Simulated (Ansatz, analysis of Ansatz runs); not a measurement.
## PtS2 (P-3m1): does an added hole stay on S?

Question: does an added hole stay on the S atom where it is started in PtS2 (P-3m1), and if so, how high is the barrier for a hop to another S site nearby? Model: a cell of 54 host atoms.

Main program and level: Ansatz 0.2.0; plane-wave PAW DFT, PBEsol+U; relaxation of all atoms of a supercell at fixed charge in a uniform background; PAW set soft_1.

## (1) The starting structure

The cell holds 54 atoms: 18 Pt and 36 S. Its edges and angles: a = 10.714 Å, b = 10.714 Å, c = 9.539 Å, α = 90.0°, β = 90.0°, γ = 120.0°. It derives from PtS2 (space group P-3m1). Nearest the centre at fractional (0.389, 0.444, 0.375): Pt28 at 1.58 Å, S8 at 1.79 Å, S26 at 1.79 Å, S27 at 2.59 Å, S30 at 2.61 Å, Pt52 at 2.98 Å, Pt34 at 2.98 Å, S2 at 3.09 Å.

Hubbard terms: S p 6.0 eV. They were chosen, not fitted, to curb self-interaction in the shells named, the trial site's among them. The two sites are S26 and S8. The cell's shortest repeat is 9.5 Å.

## (2) The cell without the carrier

The neutral cell is relaxed first, from small random displacements, so that bond lengths and moments with the carrier can be set beside those of a relaxed cell without it.

File neutral.relax/input.yaml:

```yaml
crystal:
  lattice:
    - [10.7139878, 0.0, 0.0]
    - [-5.3569939, 9.27858561, 0.0]
    - [0.0, 0.0, 9.5390327]
  atoms:
    - { symbol: Pt, position: [0.0, 0.0, 0.0] }
    - { symbol: S, position: [0.222222, 0.111111, 0.374514] }
    - { symbol: S, position: [0.111111, 0.222222, 0.125486] }
    - { symbol: Pt, position: [0.0, 0.0, 0.5] }
    - { symbol: S, position: [0.222222, 0.111111, 0.874514] }
    - { symbol: S, position: [0.111111, 0.222222, 0.625486] }
    - { symbol: Pt, position: [0.0, 0.333333, 0.0] }
    - { symbol: S, position: [0.222222, 0.444444, 0.374514] }
    - { symbol: S, position: [0.111111, 0.555556, 0.125486] }
    - { symbol: Pt, position: [0.0, 0.333333, 0.5] }
    - { symbol: S, position: [0.222222, 0.444444, 0.874514] }
    - { symbol: S, position: [0.111111, 0.555556, 0.625486] }
    - { symbol: Pt, position: [0.0, 0.666667, 0.0] }
    - { symbol: S, position: [0.222222, 0.777778, 0.374514] }
    - { symbol: S, position: [0.111111, 0.888889, 0.125486] }
    - { symbol: Pt, position: [0.0, 0.666667, 0.5] }
    - { symbol: S, position: [0.222222, 0.777778, 0.874514] }
    - { symbol: S, position: [0.111111, 0.888889, 0.625486] }
    - { symbol: Pt, position: [0.333333, 0.0, 0.0] }
    - { symbol: S, position: [0.555556, 0.111111, 0.374514] }
    - { symbol: S, position: [0.444444, 0.222222, 0.125486] }
    - { symbol: Pt, position: [0.333333, 0.0, 0.5] }
    - { symbol: S, position: [0.555556, 0.111111, 0.874514] }
    - { symbol: S, position: [0.444444, 0.222222, 0.625486] }
    - { symbol: Pt, position: [0.333333, 0.333333, 0.0] }
    - { symbol: S, position: [0.555556, 0.444444, 0.374514] }
    - { symbol: S, position: [0.444444, 0.555556, 0.125486] }
    - { symbol: Pt, position: [0.333333, 0.333333, 0.5] }
    - { symbol: S, position: [0.555556, 0.444444, 0.874514] }
    - { symbol: S, position: [0.444444, 0.555556, 0.625486] }
    - { symbol: Pt, position: [0.333333, 0.666667, 0.0] }
    - { symbol: S, position: [0.555556, 0.777778, 0.374514] }
    - { symbol: S, position: [0.444444, 0.888889, 0.125486] }
    - { symbol: Pt, position: [0.333333, 0.666667, 0.5] }
    - { symbol: S, position: [0.555556, 0.777778, 0.874514] }
    - { symbol: S, position: [0.444444, 0.888889, 0.625486] }
    - { symbol: Pt, position: [0.666667, 0.0, 0.0] }
    - { symbol: S, position: [0.888889, 0.111111, 0.374514] }
    - { symbol: S, position: [0.777778, 0.222222, 0.125486] }
    - { symbol: Pt, position: [0.666667, 0.0, 0.5] }
    - { symbol: S, position: [0.888889, 0.111111, 0.874514] }
    - { symbol: S, position: [0.777778, 0.222222, 0.625486] }
    - { symbol: Pt, position: [0.666667, 0.333333, 0.0] }
    - { symbol: S, position: [0.888889, 0.444444, 0.374514] }
    - { symbol: S, position: [0.777778, 0.555556, 0.125486] }
    - { symbol: Pt, position: [0.666667, 0.333333, 0.5] }
    - { symbol: S, position: [0.888889, 0.444444, 0.874514] }
    - { symbol: S, position: [0.777778, 0.555556, 0.625486] }
    - { symbol: Pt, position: [0.666667, 0.666667, 0.0] }
    - { symbol: S, position: [0.888889, 0.777778, 0.374514] }
    - { symbol: S, position: [0.777778, 0.888889, 0.125486] }
    - { symbol: Pt, position: [0.666667, 0.666667, 0.5] }
    - { symbol: S, position: [0.888889, 0.777778, 0.874514] }
    - { symbol: S, position: [0.777778, 0.888889, 0.625486] }
basis:
  ecutwfc: 420
  xc_grid: 2
hamiltonian:
  xc: pbesol
  hubbard:
    sites: [{ species: S, l: p, u_eff: 6.0 }]
    projectors: ortho-atomic
  pseudopotentials: { kind: paw, azcp: { folder: soft_1 }, xc_functional: pbe }
kpoints:
  mp_grid: { grid: [1, 1, 1] }
scf:
  occupations: { method: fermi_dirac, width: 0.01 }
  max_iter: 120
  lower_state_search: "off"
output:
  forces: true
relax:
  f_tol: 0.02
  max_steps: 70
  random_displacement: { amplitude: 0.04, seed: 4336 }
checkpoint:
  write: "../neutral.relax.run"
  compress: false
  write_wavefunctions: true
  write_every: 100000
```

Run with:

```console
ansatz run input.yaml --threads 8 --pin off --max-ram 17899MiB --backend cpu --events-out ev --progress --plain --runs-dir out
```

Numbers of over 12 decimals in the logs are rounded to 6 here.

The program printed:

```text
[... repeated set-up lines and file paths are left out, and long positions are rounded to six places ...]
Engine: ansatz 0.2.0, aarch64-unknown-linux-gnu
Pseudopotentials: kind: paw
Pseudopotential: Pt, paw, valence charge 18, recommended cutoff 420 eV (normal), soft_1/Pt.paw.azcp
Pseudopotential: S, paw, valence charge 6, recommended cutoff 420 eV (normal), soft_1/S.paw.azcp
Functional definition: PBEsol
  exchange = pbesol_x
  correlation = pbesol_c
Crystal: 54 atoms, lattice volume = 948.281 Å³
Basis set: ecut = 420 eV, 18409 PW (Γ), exchange–correlation on 144×144×128 points (8 copies of the dense FFT grid, shifted against one another)
Bands: 324, of which v1, the nominal top of the filled ones, is band 270 counted from 1 (269 counted from 0)
Symmetry: 1 space group operations
k-points: 1
Non-local potential: Pt, projectors of the file, l = 0: 3, l = 1: 2, l = 2: 2, l = 3: 1
Non-local potential: S, projectors of the file, l = 0: 2, l = 1: 2, l = 2: 1
PAW form: soft (Blöchl's): semilocal exchange-correlation on the pseudo side does not see the compensation charge
PAW frozen core: Pt, regenerated for the run's functional, and the local potential with it (the file was generated under x = pbe(κ = 0.804, μ = 0.219515), c = pbe(β = 0.066725))
PAW frozen core: S, regenerated for the run's functional, and the local potential with it (the file was generated under x = pbe(κ = 0.804, μ = 0.219515), c = pbe(β = 0.066725))
PAW one-centre angular grid: Pt, 590 points (default); XC on 64 Gauss nodes
PAW one-centre angular grid: S, 110 points (default); XC on 64 Gauss nodes
[...]
[... 12 atoms left out ...]
  atom  21  S      0.00572590     0.00300459    -0.00301505
  [... 4 atoms left out ...]
  atom  26  S     -0.00863226    -0.00274529    -0.00027465
  atom  27  S      0.00386456     0.00202323    -0.00372228
  atom  28  Pt     0.01213073    -0.00169484     0.00357723
  [... 1 atom left out ...]
  atom  30  S     -0.00333112    -0.01064853    -0.00106375
  [... 1 atom left out ...]
  atom  32  S     -0.00400637     0.00503461     0.00908717
  [... 1 atom left out ...]
  atom  34  Pt     0.00144382    -0.00256257    -0.00108025
  [... 17 atoms left out ...]
  atom  52  Pt     0.00441193    -0.00116093    -0.00229921
  [... 2 atoms left out ...]
  max |Σ_I F_I| component: 8.82e-5 eV/Å
--- Band table (eV) ---
  k-point 0: bands = ["-88.9354", "-88.9349", "-88.9347", "-88.9345", [... 316 left out ...] "16.5066", "16.9377", "17.0574", "17.6620"]
Occupation matrices written to <dir>
--- Relaxed structure (4 steps of the walk, 4 accepted, 0 SCFs on fresh bases) ---
  F+E_penalty+E_count = -254692.41360909 eV   max|allowed force component| = 1.623e-2 eV/Å
  atoms:
    - { symbol: Pt, position: [-0.000770, -0.000684, 0.000297] }
    - { symbol: S, position: [0.222427, 0.111557, 0.379377] }
    [... 5 atoms left out ...]
    - { symbol: S, position: [0.222382, 0.444910, 0.379241] }
    [... 12 atoms left out ...]
    - { symbol: S, position: [0.443657, 0.221601, 0.121332] }
    [... 4 atoms left out ...]
    - { symbol: S, position: [0.555807, 0.444902, 0.379440] }
    - { symbol: S, position: [0.443708, 0.555006, 0.121256] }
    - { symbol: Pt, position: [0.333516, 0.333877, 0.500251] }
    [... 1 atom left out ...]
    - { symbol: S, position: [0.444608, 0.556054, 0.621253] }
    [... 1 atom left out ...]
    - { symbol: S, position: [0.555719, 0.778107, 0.379282] }
    [... 1 atom left out ...]
    - { symbol: Pt, position: [0.333531, 0.667160, 0.500270] }
    [... 17 atoms left out ...]
    - { symbol: Pt, position: [0.666877, 0.667162, 0.500415] }
    [... 2 atoms left out ...]
[key lines of the parts left out:]
SCF converged after 5 iterations
Free energy (F): -254692.413609 eV
Fermi energy:    10.856784 eV
```

Wall time 15 s (8 threads of Arm Neoverse V2, shared host); peak memory 1.2 GiB; 1.8 min of CPU time.

The largest displacement from an ideal site is 0.044 Å.

## (3) The hole on the first site

The nearest neighbour or neighbours of the site start displaced and the site's starting moment is changed by the carrier's spin, since a carrier doesn't trap itself in the undistorted lattice.

File A.relax/input.yaml:

```yaml
crystal:
  lattice:
    - [10.7139878, 0.0, 0.0]
    - [-5.3569939, 9.27858561, 0.0]
    - [0.0, 0.0, 9.5390327]
  atoms:
    - { symbol: Pt, position: [-0.00077, -0.000684, 0.000297] }
    - { symbol: S, position: [0.222427, 0.111557, 0.379377] }
    - { symbol: S, position: [0.110267, 0.221543, 0.121296] }
    - { symbol: Pt, position: [0.0002, 0.000534, 0.500326] }
    - { symbol: S, position: [0.22149, 0.11049, 0.879405] }
    - { symbol: S, position: [0.111394, 0.222827, 0.62122] }
    - { symbol: Pt, position: [-0.000792, 0.332646, 0.000339] }
    - { symbol: S, position: [0.222382, 0.44491, 0.379241] }
    - { symbol: S, position: [0.110349, 0.55496, 0.121247] }
    - { symbol: Pt, position: [0.000201, 0.333848, 0.500337] }
    - { symbol: S, position: [0.22142, 0.443825, 0.879364] }
    - { symbol: S, position: [0.111323, 0.556041, 0.621329] }
    - { symbol: Pt, position: [-0.000783, 0.665999, 0.000198] }
    - { symbol: S, position: [0.222351, 0.778219, 0.379403] }
    - { symbol: S, position: [0.110289, 0.888167, 0.121236] }
    - { symbol: Pt, position: [0.000174, 0.667143, 0.500399] }
    - { symbol: S, position: [0.221459, 0.777191, 0.87926] }
    - { symbol: S, position: [0.111172, 0.889339, 0.62135] }
    - { symbol: Pt, position: [0.332518, -0.000693, 0.000339] }
    - { symbol: S, position: [0.555662, 0.111474, 0.379452] }
    - { symbol: S, position: [0.443657, 0.221601, 0.121332] }
    - { symbol: Pt, position: [0.333483, 0.000474, 0.500427] }
    - { symbol: S, position: [0.55477, 0.110476, 0.879387] }
    - { symbol: S, position: [0.444507, 0.222643, 0.621331] }
    - { symbol: Pt, position: [0.332543, 0.332687, 0.000369] }
    - { symbol: S, position: [0.555807, 0.444902, 0.37944], spin: 1.0 }
    - { symbol: S, position: [0.443708, 0.555006, 0.121256] }
    - { symbol: Pt, position: [0.310483, 0.322346, 0.513775] }
    - { symbol: S, position: [0.554702, 0.443737, 0.879423] }
    - { symbol: S, position: [0.444608, 0.556054, 0.621253] }
    - { symbol: Pt, position: [0.332578, 0.666045, 0.000239] }
    - { symbol: S, position: [0.555719, 0.778107, 0.379282] }
    - { symbol: S, position: [0.443734, 0.888251, 0.121258] }
    - { symbol: Pt, position: [0.333531, 0.66716, 0.50027] }
    - { symbol: S, position: [0.554803, 0.777147, 0.879251] }
    - { symbol: S, position: [0.444597, 0.889248, 0.62125] }
    - { symbol: Pt, position: [0.665891, -0.000682, 0.000278] }
    - { symbol: S, position: [0.889047, 0.111579, 0.379361] }
    - { symbol: S, position: [0.776979, 0.22156, 0.121329] }
    - { symbol: Pt, position: [0.66687, 0.00047, 0.500272] }
    - { symbol: S, position: [0.888169, 0.110486, 0.879327] }
    - { symbol: S, position: [0.77795, 0.222586, 0.621276] }
    - { symbol: Pt, position: [0.665881, 0.332639, 0.000368] }
    - { symbol: S, position: [0.889028, 0.444866, 0.379456] }
    - { symbol: S, position: [0.777048, 0.554958, 0.121274] }
    - { symbol: Pt, position: [0.678332, 0.322282, 0.513935] }
    - { symbol: S, position: [0.888052, 0.443702, 0.87929] }
    - { symbol: S, position: [0.777912, 0.555928, 0.621433] }
    - { symbol: Pt, position: [0.665912, 0.66601, 0.000276] }
    - { symbol: S, position: [0.889034, 0.778198, 0.37946] }
    - { symbol: S, position: [0.777018, 0.888222, 0.121213] }
    - { symbol: Pt, position: [0.678409, 0.690226, 0.513938] }
    - { symbol: S, position: [0.888115, 0.777074, 0.879269] }
    - { symbol: S, position: [0.778014, 0.889415, 0.621314] }
total_charge: 1
basis:
  ecutwfc: 420
  xc_grid: 2
hamiltonian:
  xc: pbesol
  hubbard:
    sites: [{ species: S, l: p, u_eff: 6.0 }]
    projectors: ortho-atomic
  pseudopotentials: { kind: paw, azcp: { folder: soft_1 }, xc_functional: pbe }
kpoints:
  mp_grid: { grid: [1, 1, 1] }
magnetization:
  spin_polarized: true
  initial_magnetization: 1
  spin_locking: { lock_magnetization: hard }
scf:
  occupations: { method: fermi_dirac, width: 0.01 }
  max_iter: 120
  lower_state_search: "off"
output:
  forces: true
relax:
  f_tol: 0.015
  max_steps: 70
  escape_saddle: false
checkpoint:
  write: "../A.relax.run"
  compress: false
  write_wavefunctions: true
  write_every: 100000
```

The program printed:

```text
[...]
Crystal: 54 atoms, lattice volume = 948.281 Å³
Basis set: ecut = 420 eV, 18409 PW (Γ), exchange–correlation on 144×144×128 points (8 copies of the dense FFT grid, shifted against one another)
Bands: 324, of which v1, the nominal top of the filled ones, is band 270 counted from 1 (269 counted from 0)
[... 1 set-up line as in the run before ...]
[...]
k-points: 1
[...]
Starting moments: Σ|m| = 1 μB on 1 of 54 sites
[...]
SCF iter   1: F=—  HF=-254726.010624 eV  |F-HF|=—  |Δ(HF+E_count)|=         —  Δρ=5.64e-2 (↑5.57e-2 ↓5.64e-2)  dr2=1.53e2  dr2_m=8.54e-2  M=1.000 μB ∫|m|=1.492 μB  β_m=0.30  ethr=3.10e-3  ⟨swp⟩=6.5  Hψ=2607  notcnv=0  defer=20
[...]
spin=Collinear: Resta preconditioning applied to the charge; magnetization (m = ρ↑ − ρ↓) channel mixes plain (no charge-response kernel on spin).
SCF iter   2: F=—  HF=-254703.881179 eV  |F-HF|=—  |Δ(HF+E_count)|=    2.21e1  Δρ=2.76e-2 (↑2.76e-2 ↓2.68e-2)  dr2=2.51e1  dr2_m=3.13e-2  M=1.000 μB ∫|m|=1.611 μB  β_m=0.40  ethr=3.10e-3  ⟨swp⟩=4.0  Hψ=1576  notcnv=0  defer=97
[...]
SCF iter  17: F=-254700.432443 eV  HF=-254700.432443 eV  |F-HF|=3.00e-7  |Δ(HF+E_count)|=   6.55e-7  Δρ=3.37e-6 (↑3.10e-6 ↓3.37e-6)  dr2=4.69e-7  dr2_m=3.21e-8  M=1.000 μB ∫|m|=1.916 μB  ethr=1.18e-10  ⟨swp⟩=1.5  Hψ=1723  notcnv=0
SCF 1 converged in 17 iterations: F = -254700.432443 eV  dr2 = 4.69e-7
[...]
relax step   1: F+E_penalty+E_count = -254700.43244310 eV  Δ(F+E_penalty+E_count) = +0.000e0 eV  max|allowed force component| = 5.533e0 eV/Å  Δτ_max = 0.0000 Å  (17 SCF iters, dr2 threshold 5.63e-6 eV, accepted)
[...]
relax step   2: F+E_penalty+E_count = -254702.59303107 eV  Δ(F+E_penalty+E_count) = -2.161e0 eV  max|allowed force component| = 1.329e0 eV/Å  Δτ_max = 0.1945 Å  (14 SCF iters, dr2 threshold 1.00e-4 eV, accepted)
relax step   3: F+E_penalty+E_count = -254702.78005299 eV  Δ(F+E_penalty+E_count) = -1.870e-1 eV  max|allowed force component| = 3.092e-2 eV/Å  Δτ_max = 0.0574 Å  (9 SCF iters, dr2 threshold 1.00e-4 eV, accepted)
relax step   4: F+E_penalty+E_count = -254702.78005644 eV  Δ(F+E_penalty+E_count) = -3.452e-6 eV  max|allowed force component| = 3.080e-2 eV/Å  Δτ_max = 0.0000 Å  (7 SCF iters, accepted)
SCF iter   1: F=—  HF=-254702.778587 eV  |F-HF|=—  |Δ(HF+E_count)|=         —  Δρ=1.55e-4 (↑1.55e-4 ↓1.51e-4)  dr2=3.15e-4  dr2_m=1.44e-6  M=1.000 μB ∫|m|=1.956 μB  β_m=0.30  ethr=1.13e-6  ⟨swp⟩=4.0  Hψ=1458  notcnv=0  defer=100
[...]
SCF iter  10: F=-254702.780828 eV  HF=-254702.780828 eV  |F-HF|=5.53e-10  |Δ(HF+E_count)|=   6.00e-9  Δρ=2.07e-7 (↑2.07e-7 ↓1.65e-7)  dr2=1.38e-9  dr2_m=1.67e-10  M=1.000 μB ∫|m|=1.956 μB  ethr=1.00e-12  ⟨swp⟩=1.0  Hψ=1597  notcnv=0
SCF 5 converged in 10 iterations: F = -254702.780828 eV  dr2 = 1.38e-9
relax step   5: F+E_penalty+E_count = -254702.78082762 eV  Δ(F+E_penalty+E_count) = -7.712e-4 eV  max|allowed force component| = 2.309e-3 eV/Å  Δτ_max = 0.0035 Å  (10 SCF iters, accepted)
NSCF: frozen V_eff on 1 k-points
[...]
SCF converged after 10 iterations
Stability checked in part: among states of this total moment the steps that led to this state did not find it unstable. No probe was made; neither looks for a lower state of another moment (fixed_total_moment; see scf.lower_state_search)
Magnetization: 1.0000 μB (270.0000 up, 269.0000 down)
Absolute magnetization: 1.9433 μB (∫|ρ↑−ρ↓|, with the PAW one-centre terms)
[...]
Per-site moments (μB) at R_I (Å): [(-0.019042, 0.976248), (0.029068, 0.976252), (0.029079, 0.976252), [... 51 left out ...]
Free energy (F): -254702.780828 eV
[...]
Internal energy: -254702.780828 eV  (E = F + TS)
E sigma→0 (E₀):  -254702.780828 eV
Fermi energy:    10.324041 (↑ 10.804522, ↓ 10.190920) eV
[...]
--- Forces (eV/Å), atoms counted from 1 ---
  atom   1  Pt     0.00023670    -0.00012535    -0.00022117
  atom   2  S      0.00007665    -0.00010557    -0.00201322
  [... 3 atoms left out ...]
  atom   6  S      0.00000115     0.00004875     0.00187969
  [... 1 atom left out ...]
  atom   8  S     -0.00003118     0.00014527    -0.00201013
  [... 17 atoms left out ...]
  atom  26  S      0.00000638    -0.00001473    -0.00224616
  atom  27  S     -0.00032134    -0.00000387     0.00224233
  atom  28  Pt    -0.00013719    -0.00018317     0.00000762
  [... 1 atom left out ...]
  atom  30  S      0.00000479     0.00007976     0.00195928
  [... 1 atom left out ...]
  atom  32  S     -0.00024819    -0.00007684    -0.00206612
  [... 1 atom left out ...]
  atom  34  Pt    -0.00039457     0.00007958     0.00010382
  [... 17 atoms left out ...]
  atom  52  Pt    -0.00006887     0.00002889    -0.00022389
  [... 2 atoms left out ...]
  max |Σ_I F_I| component: 1.61e-7 eV/Å
--- Band table (eV) ---
[...]
Occupation matrices written to <dir>
--- Relaxed structure (5 steps of the walk, 5 accepted, 0 SCFs on fresh bases) ---
  F+E_penalty+E_count = -254702.78082762 eV   max|allowed force component| = 2.309e-3 eV/Å
  atoms:
    - { symbol: Pt, position: [-0.000308, -0.000101, 0.001076] }
    - { symbol: S, position: [0.221923, 0.111023, 0.379283] }
    [... 3 atoms left out ...]
    - { symbol: S, position: [0.110810, 0.222128, 0.622867] }
    [... 1 atom left out ...]
    - { symbol: S, position: [0.221922, 0.444347, 0.379282] }
    [... 17 atoms left out ...]
    - { symbol: S, position: [0.555256, 0.444352, 0.379293] }
    - { symbol: S, position: [0.444143, 0.555453, 0.122861] }
    - { symbol: Pt, position: [0.333034, 0.333242, 0.501079] }
    [... 1 atom left out ...]
    - { symbol: S, position: [0.444142, 0.555463, 0.622868] }
    [... 1 atom left out ...]
    - { symbol: S, position: [0.555263, 0.777685, 0.379284] }
    [... 1 atom left out ...]
    - { symbol: Pt, position: [0.333036, 0.666574, 0.501066] }
    [... 17 atoms left out ...]
    - { symbol: Pt, position: [0.666368, 0.666574, 0.501082] }
    [... 2 atoms left out ...]
```

Run time: 54 s. Hardware: 8 threads; peak memory 1.9 GiB.

Step by step:

| step | energy less that of the first step (eV) | largest force component (eV/Å) |
| --- | --- | --- |
| 1 | 0.0000 | 5.5332 |
| 2 | -2.1606 | 1.3290 |
| 3 | -2.3476 | 0.0309 |
| 4 | -2.3476 | 0.0308 |
| 5 | -2.3484 | 0.0023 |

The atoms that moved most (Å):

| atom | dx | dy | dz | length |
| --- | --- | --- | --- | --- |
| Pt52 | -0.002 | -0.219 | -0.123 | 0.251 |
| Pt46 | -0.187 | 0.102 | -0.123 | 0.246 |
| Pt28 | 0.183 | 0.101 | -0.121 | 0.242 |
| S6 | -0.003 | -0.006 | 0.016 | 0.017 |
| S15 | 0.002 | 0.006 | 0.016 | 0.017 |
| S51 | 0.002 | 0.005 | 0.016 | 0.017 |
| S30 | -0.002 | -0.005 | 0.015 | 0.016 |
| S9 | 0.002 | 0.005 | 0.015 | 0.016 |

The moves above count from the input, in which the site's nearest neighbours were already displaced; the distances below compare with the cell without the carrier.

Distances from S26 without and with the hole:

| atom | without (Å) | with (Å) |
| --- | --- | --- |
| Pt46 | 2.36 | 2.37 |
| Pt28 | 2.36 | 2.37 |
| Pt52 | 2.36 | 2.37 |
| S48 | 3.09 | 3.11 |
| S24 | 3.09 | 3.11 |
| S30 | 3.09 | 3.11 |

The largest changes of the moments are 0.03 μB on S41, 0.03 μB on S24 and 0.03 μB on S36. The carrier did not stay on the chosen site.

## (4) Summary of results

```yaml
carrier_trapped_on_the_chosen_site: no
size_of_the_moment_change_on_that_site: 0.03 μB
```

What this shows: With PBEsol+U (6 eV) (S p 6.0 eV) the hole does not stay on the chosen S atom: it is spread over more than 30 atoms in effect, so no hop between such sites was computed. The search for lower electronic states was switched off. Another U, a hybrid or another start may give another answer. Keep in mind: sampling at the zone centre alone can move energies of charged and open-shell states by tenths of an eV or more in cells of this size; gap and trapping depend on the U chosen (S p 6.0 eV); spin–orbit coupling, which can matter with heavy atoms, is left out.

[Logs are printed without paths, hosts, clocks, repeated set-up lines and the standing remarks that a program may print on its own settings, such as how far it seeks lower states.]

[Hosts, paths, dates, database ids (printed as entryN), source tags and the programs' standing remarks are cut or masked in the printed files.]
